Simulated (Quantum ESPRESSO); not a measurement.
# LaMnSi: parallel and opposed starts, part 2 of 2

Wanted: the moments of LaMnSi and the energy of each order that was tried.

Quantum ESPRESSO 7.5; PBEsol; plane waves with GBRV 1.5 PBEsol potentials, no spin-orbit coupling.

So far: The structure; Run 1, typed as ferro ++.

### Step 3. Start 2: antiferro +−

pw.in

```
&CONTROL
  calculation = 'scf'
  prefix = 'pwscf'
  outdir = './tmp'
  pseudo_dir = './pseudo'
  disk_io = 'nowf'
/
&SYSTEM
  ibrav = 0
  nat = 6
  ntyp = 4
  ecutwfc = 40
  ecutrho = 280
  nbnd = 40
  occupations = 'smearing'
  smearing = 'fd'
  degauss = 0.00734986
  nspin = 2
  starting_magnetization(1) = 0
  starting_magnetization(2) = 0.2333
  starting_magnetization(3) = -0.2333
  starting_magnetization(4) = 0
/
&ELECTRONS
  conv_thr = 1.2d-08
  electron_maxstep = 150
  mixing_beta = 0.3
  mixing_ndim = 4
/
ATOMIC_SPECIES
La    138.9055 la_pbesol_v1.uspp.F.UPF
Mn1    54.9380 mn_pbesol_v1.5.uspp.F.UPF
Mn2    54.9380 mn_pbesol_v1.5.uspp.F.UPF
Si     28.0850 si_pbesol_v1.uspp.F.UPF
CELL_PARAMETERS bohr
   8.1743529972    0.0000000000    0.0000000000
   0.0000000000    8.1743529972    0.0000000000
   0.0000000000    0.0000000000   13.4431591978
ATOMIC_POSITIONS crystal
La      0.0000000000    0.5000000000    0.3301449300
La      0.5000000000    0.0000000000    0.6698550700
Mn1     0.0000000000    0.0000000000    0.0000000000
Mn2     0.5000000000    0.5000000000    0.0000000000
Si      0.0000000000    0.5000000000    0.8023629700
Si      0.5000000000    0.0000000000    0.1976370300
K_POINTS automatic
4 4 4 0 0 0
```

On the command line:

```bash
$ OMP_NUM_THREADS=1 mpirun -n 2 pw.x -nk 2 -in pw.in > pw.out
```

What it wrote:

```text
[banner, memory and clock lines left out]
Program PWSCF v.7.5 starts

     Message from routine setup:
     using ibrav=0 with symmetry is DISCOURAGED, use correct ibrav instead

     bravais-lattice index     =            0
     lattice parameter (alat)  =       8.1744  a.u.
     unit-cell volume          =     898.2725 (a.u.)^3
     number of atoms/cell      =            6
     number of atomic types    =            4
     number of electrons       =        60.00
     number of Kohn-Sham states=           40
     kinetic-energy cutoff     =      40.0000  Ry
     charge density cutoff     =     280.0000  Ry
     scf convergence threshold =      1.2E-08
     mixing beta               =       0.3000
     number of iterations used =            4  plain     mixing
     Exchange-correlation= SLA  PW   PSX  PSC
                           (   1   4  10   8   0   0   0)

     celldm(1)=   8.174353  celldm(2)=   0.000000  celldm(3)=   0.000000
     celldm(4)=   0.000000  celldm(5)=   0.000000  celldm(6)=   0.000000

     crystal axes: (cart. coord. in units of alat)
               a(1) = (   1.000000   0.000000   0.000000 )
               a(2) = (   0.000000   1.000000   0.000000 )
               a(3) = (   0.000000   0.000000   1.644553 )

     reciprocal axes: (cart. coord. in units 2 pi/alat)
               b(1) = (  1.000000  0.000000  0.000000 )
               b(2) = (  0.000000  1.000000  0.000000 )
               b(3) = (  0.000000  0.000000  0.608068 )

     PseudoPot. # 1 for La read from file:
     la_pbesol_v1.uspp.F.UPF
     Pseudo is Ultrasoft + core correction, Zval = 11.0

     PseudoPot. # 2 for Mn read from file:
     mn_pbesol_v1.5.uspp.F.UPF
     Pseudo is Ultrasoft + core correction, Zval = 15.0

     PseudoPot. # 3 for Mn read from file:
     mn_pbesol_v1.5.uspp.F.UPF
     Pseudo is Ultrasoft + core correction, Zval = 15.0

     PseudoPot. # 4 for Si read from file:
     si_pbesol_v1.uspp.F.UPF
     Pseudo is Ultrasoft + core correction, Zval =  4.0

     atomic species   valence    mass     pseudopotential
     La               11.00   138.90550     La( 1.00)
     Mn1              15.00    54.93800     Mn( 1.00)
     Mn2              15.00    54.93800     Mn( 1.00)
     Si                4.00    28.08500     Si( 1.00)

     Starting magnetic structure
     atomic species   magnetization
     La              0.000
     Mn1             0.233
     Mn2            -0.233
     Si              0.000

      8 Sym. Ops. (no inversion) found

   Cartesian axes

     site n.     atom                  positions (alat units)
         1        La     tau(   1) = (   0.0000000   0.5000000   0.5429409  )
         2        La     tau(   2) = (   0.5000000   0.0000000   1.1016124  )
         3        Mn1    tau(   3) = (   0.0000000   0.0000000   0.0000000  )
         4        Mn2    tau(   4) = (   0.5000000   0.5000000   0.0000000  )
         5        Si     tau(   5) = (   0.0000000   0.5000000   1.3195287  )
         6        Si     tau(   6) = (   0.5000000   0.0000000   0.3250246  )

     number of k points=    18  Fermi-Dirac smearing, width (Ry)=  0.0073
                       cart. coord. in units 2pi/alat
        k(    1) = (   0.0000000   0.0000000   0.0000000), wk =   0.0156250
        k(    2) = (   0.0000000   0.0000000   0.1520170), wk =   0.0312500
        k(    3) = (   0.0000000   0.0000000  -0.3040339), wk =   0.0156250
        k(    4) = (   0.0000000   0.2500000   0.0000000), wk =   0.0625000
        k(    5) = (   0.0000000   0.2500000   0.1520170), wk =   0.1250000
        [... 13 further k-points ...]

     Dense  grid:    71127 G-vectors     FFT dimensions: (  45,  45,  72)

     Smooth grid:    30763 G-vectors     FFT dimensions: (  36,  36,  60)

     Check: negative core charge=   -0.000021
     Generating pointlists ...
     new r_m :   0.3045 (alat units)  2.4888 (a.u.) for type    1
     new r_m :   0.2460 (alat units)  2.0109 (a.u.) for type    2
     new r_m :   0.2460 (alat units)  2.0109 (a.u.) for type    3
     new r_m :   0.2460 (alat units)  2.0109 (a.u.) for type    4

     Initial potential from superposition of free atoms

     starting charge      58.9398, renormalised to      60.0000

     negative rho (up, down):  7.720E-02 7.720E-02
     Starting wfcs are   74 randomized atomic wfcs

     Self-consistent Calculation

     iteration #  1     ecut=    40.00 Ry     beta= 0.30
     Davidson diagonalization with overlap
     ethr =  1.00E-02,  avg # of iterations =  2.0

     negative rho (up, down):  6.962E-02 6.962E-02

     total energy              =    -645.36265440 Ry
     estimated scf accuracy    <       1.79007728 Ry

     total magnetization       =    -0.00 Bohr mag/cell
     absolute magnetization    =     6.53 Bohr mag/cell

     iteration #  2     ecut=    40.00 Ry     beta= 0.30
     Davidson diagonalization with overlap
     ethr =  2.98E-03,  avg # of iterations =  4.4

     negative rho (up, down):  6.983E-02 6.983E-02

     total energy              =    -645.00507480 Ry
     estimated scf accuracy    <       9.45603533 Ry

     total magnetization       =     0.00 Bohr mag/cell
     absolute magnetization    =     3.55 Bohr mag/cell

     [... further iterations left out ...]

     iteration # 21     ecut=    40.00 Ry     beta= 0.30
     Davidson diagonalization with overlap
     ethr =  3.99E-10,  avg # of iterations =  2.2

     negative rho (up, down):  5.633E-02 5.632E-02

     total energy              =    -645.84695019 Ry
     estimated scf accuracy    <       0.00000001 Ry

     total magnetization       =     0.00 Bohr mag/cell
     absolute magnetization    =     7.40 Bohr mag/cell

     iteration # 22     ecut=    40.00 Ry     beta= 0.30
     Davidson diagonalization with overlap
     ethr =  2.38E-11,  avg # of iterations =  5.8

     negative rho (up, down):  5.633E-02 5.632E-02

     Magnetic moment per site  (integrated on atomic sphere of radius R)
     atom   1 (R=0.304)  charge=  8.4572  magn=  0.0000
     atom   2 (R=0.304)  charge=  8.4572  magn=  0.0000
     atom   3 (R=0.246)  charge= 13.3468  magn=  3.0973
     atom   4 (R=0.246)  charge= 13.3468  magn= -3.0973
     atom   5 (R=0.246)  charge=  2.2348  magn= -0.0000
     atom   6 (R=0.246)  charge=  2.2348  magn= -0.0000

     End of self-consistent calculation

     [... lines left out ...]
     the Fermi energy is    11.4190 ev

!    total energy              =    -645.84695023 Ry
     estimated scf accuracy    <          9.3E-09 Ry
     smearing contrib. (-TS)   =      -0.01326742 Ry
     internal energy E=F+TS    =    -645.83368280 Ry

     The total energy is F=E-TS. E is the sum of the following terms:
     one-electron contribution =    -369.18519880 Ry
     hartree contribution      =     208.85379713 Ry
     xc contribution           =    -158.91575626 Ry
     ewald contribution        =    -326.58652488 Ry

     total magnetization       =     0.00 Bohr mag/cell
     absolute magnetization    =     7.40 Bohr mag/cell

     convergence has been achieved in  22 iterations
```

Elapsed: 2.4 min, on 2 MPI ranks of Arm Neoverse V2, shared host; peak memory 0.92 GiB; 4.9 min of CPU time.

Spin moment in the atom's sphere by atom:

```tsv
atom	spin moment in the atom's sphere (μB)
La1	0.00
La2	0.00
Mn3	3.10
Mn4	-3.10
Si5	0.00
Si6	0.00
```

Numbers from this step:

```yaml
smearing_term_ts: 0.1805 eV
magnetization: 0 μB
absolute_magnetization: 7.401 μB
final_state: antiferromagnetic
```

### Step 4. Start 3: no spin polarisation

pw.in

```
&CONTROL
  calculation = 'scf'
  prefix = 'pwscf'
  outdir = './tmp'
  pseudo_dir = './pseudo'
  disk_io = 'nowf'
/
&SYSTEM
  ibrav = 0
  nat = 6
  ntyp = 3
  ecutwfc = 40
  ecutrho = 280
  nbnd = 40
  occupations = 'smearing'
  smearing = 'fd'
  degauss = 0.00734986
/
&ELECTRONS
  conv_thr = 1.2d-08
  electron_maxstep = 150
  mixing_beta = 0.3
  mixing_ndim = 4
/
ATOMIC_SPECIES
La    138.9055 la_pbesol_v1.uspp.F.UPF
Mn     54.9380 mn_pbesol_v1.5.uspp.F.UPF
Si     28.0850 si_pbesol_v1.uspp.F.UPF
CELL_PARAMETERS bohr
   8.1743529972    0.0000000000    0.0000000000
   0.0000000000    8.1743529972    0.0000000000
   0.0000000000    0.0000000000   13.4431591978
ATOMIC_POSITIONS crystal
La      0.0000000000    0.5000000000    0.3301449300
La      0.5000000000    0.0000000000    0.6698550700
Mn      0.0000000000    0.0000000000    0.0000000000
Mn      0.5000000000    0.5000000000    0.0000000000
Si      0.0000000000    0.5000000000    0.8023629700
Si      0.5000000000    0.0000000000    0.1976370300
K_POINTS automatic
4 4 4 0 0 0
```

What it wrote:

```text
     [... lines left out ...]
Program PWSCF v.7.5 starts
     [... lines left out ...]
     number of atoms/cell      =            6
     [... lines left out ...]
     number of electrons       =        60.00
     number of Kohn-Sham states=           40
     kinetic-energy cutoff     =      40.0000  Ry
     charge density cutoff     =     280.0000  Ry
     scf convergence threshold =      1.2E-08
     [... lines left out ...]
     16 Sym. Ops., with inversion, found ( 8 have fractional translation)
     [... lines left out ...]
     number of k points=    18  Fermi-Dirac smearing, width (Ry)=  0.0073
     [... lines left out ...]
     iteration # 17     ecut=    40.00 Ry     beta= 0.30
     [... lines left out ...]
     the Fermi energy is    11.1244 ev
!    total energy              =    -645.76491342 Ry
     estimated scf accuracy    <          1.7E-09 Ry
     smearing contrib. (-TS)   =      -0.02636435 Ry
     [... lines left out ...]
     convergence has been achieved in  17 iterations
```

Run time: 66 s. Hardware: 2 MPI ranks; peak memory 0.83 GiB.

This step gave:

* smearing term TS: 0.3587 eV
* final state: non-magnetic (no spin polarisation)

### Step 5. What a mistake does

One input was spoiled on purpose, to see how the program answers.

Changes to pw.in since step 4:

```diff
@@ -13,3 +13,3 @@
   ecutrho = 280
-  nbnd = 40
+  nbnd = 44
   occupations = 'smearing'
@@ -17,2 +17,6 @@
   degauss = 0.00734986
+  nspin = 2
+  starting_magnetization(1) = 0
+  starting_magnetization(2) = 0.2333
+  starting_magnetization(3) = 0
 /
@@ -20,3 +24,3 @@
   conv_thr = 1.2d-08
-  electron_maxstep = 150
+  electron_maxstep = 2
   mixing_beta = 0.3
@@ -28,6 +32,6 @@
 Si     28.0850 si_pbesol_v1.uspp.F.UPF
-CELL_PARAMETERS bohr
-   8.1743529972    0.0000000000    0.0000000000
-   0.0000000000    8.1743529972    0.0000000000
-   0.0000000000    0.0000000000   13.4431591978
+CELL_PARAMETERS angstrom
+   4.3256813200    0.0000000000    0.0000000000
+   0.0000000000    4.3256813200    0.0000000000
+   0.0000000000    0.0000000000    7.1138134900
 ATOMIC_POSITIONS crystal
```

What it wrote:

```text
     [... lines left out ...]
Program PWSCF v.7.5 starts
     [... lines left out ...]
     number of atoms/cell      =            6
     [... lines left out ...]
     number of electrons       =        60.00
     number of Kohn-Sham states=           44
     kinetic-energy cutoff     =      40.0000  Ry
     charge density cutoff     =     280.0000  Ry
     scf convergence threshold =      1.2E-08
     [... lines left out ...]
     16 Sym. Ops., with inversion, found ( 8 have fractional translation)
     [... lines left out ...]
     number of k points=    18  Fermi-Dirac smearing, width (Ry)=  0.0073
     [... lines left out ...]
     iteration #  2     ecut=    40.00 Ry     beta= 0.30
     [... lines left out ...]
     estimated scf accuracy    <       9.80223334 Ry
     total magnetization       =     2.45 Bohr mag/cell
     absolute magnetization    =     3.54 Bohr mag/cell
     [... lines left out ...]
     convergence NOT achieved after   2 iterations: stopping
[key lines of the parts left out:]
total energy              =    -644.95819975 Ry
```

The job ended after 18 s (2 MPI ranks; peak memory 0.44 GiB).

The run stopped without converging, so none of its numbers is a property of the system.

The fault put into the input: too few SCF iterations.

### Step 6. The states side by side

An order is kept where moments of 0.15 μB or more survive with the typed signs; meshes match where a doubled cell samples the same k points as the first cell.

Orders:

```tsv
start	final state	typed order kept	energy over the lowest (meV a seeded atom)	largest site moment (μB)	net moment (μB a cell of the first run)	mesh matched	CPU time (s)
ferro ++	ferromagnetic	yes	135.2	3.077	6.147	yes	259.1
antiferro +-	antiferromagnetic	yes	0	3.097	0	yes	293.4
no spin polarisation	non-magnetic	-	558.1	0	0	yes	131.9
```

### Step 7. Summary of results

```yaml
lowest_state_found: antiferromagnetic (from antiferro +-)
largest_site_moment: 3.10 μB
next_state_with_moments: ferromagnetic, 135 meV a seeded atom higher
state_without_moments: 558 meV a seeded atom higher
```

In words: Forming the moments gains more than four times the spread of the orders, as local moments do. This is the lowest of 3 collinear or spinless starts, no proof of the ground state. Energies are free energies at an electronic temperature of 1160 K, which lowers moments and differences where the moments are itinerant.

[Logs and program files are shortened in this print: banners, set-up blocks, solver, clock and traceback lines can be left out without a mark of their own.]

[Logs are printed without paths, hosts, clocks, repeated set-up lines and the standing remarks that a program may print on its own settings, such as how far it seeks lower states.]

[Hosts, paths, dates, database ids (printed as entryN), source tags and the programs' standing remarks are cut or masked in the printed files.]

[Where a cell is said to come from a database of computed structures, the database is the Materials Project.]
